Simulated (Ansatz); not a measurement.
An input for Ansatz 0.2.0 (Cs2AgBiF6 (Fm-3m)):

```yaml
crystal:
  lattice:
    - [0.0, 4.6740694725, 4.6740694725]
    - [4.6740694725, 0.0, 4.6740694725]
    - [4.6740694725, 4.6740694725, 0.0]
  atoms:
    - { symbol: Cs, position: [0.75, 0.75, 0.75] }
    - { symbol: Cs, position: [0.25, 0.25, 0.25] }
    - { symbol: Ag, position: [0.5, 0.5, 0.5] }
    - { symbol: Bi, position: [0.0, 0.0, 0.0] }
    - { symbol: F, position: [0.75872864, 0.24127136, 0.24127136] }
    - { symbol: F, position: [0.24127136, 0.24127136, 0.75872864] }
    - { symbol: F, position: [0.24127136, 0.75872864, 0.75872864] }
    - { symbol: F, position: [0.24127136, 0.75872864, 0.24127136] }
    - { symbol: F, position: [0.75872864, 0.24127136, 0.75872864] }
    - { symbol: F, position: [0.75872864, 0.75872864, 0.24127136] }
kpoints:
  mp_grid: { grid: [4, 4, 4] }
hamiltonian:
  xc: pbe
  pseudopotentials: { kind: paw, azcp: { folder: soft_1 } }
scf:
  occupations: { method: fixed }
dielectric: {}
```

```sh
ansatz run input.yaml --threads 2 --pin off --max-ram 92160MiB --backend cuda --events-out ev --progress --plain --runs-dir out --devices 1 --max-vram 13GiB
```

How long will it take on 1 × NVIDIA H100 80GB HBM3 (shared by 6 runs) with 2 threads of AMD EPYC 7R13 (Zen 3), shared host, and how much memory?

It took 17 s; on shared hardware allow 8.6 s to 34 s. Peak host memory was 1.5 GiB.

[Paths, hosts, dates, memory and timing lines, banners, echoed tables and standing remarks are left out of the program output.]

[Logs are printed without paths, hosts, clocks, repeated set-up lines and the standing remarks that a program may print on its own settings, such as how far it seeks lower states.]

[Runs of the session that timed out or met a known fault of the program may be left out.]

[Cells called generated may have been cut or substituted from an entry of the Crystallography Open Database or the Materials Project.]

[Hosts, paths, dates, database ids (printed as entryN), source tags and the programs' standing remarks are cut or masked in the printed files.]
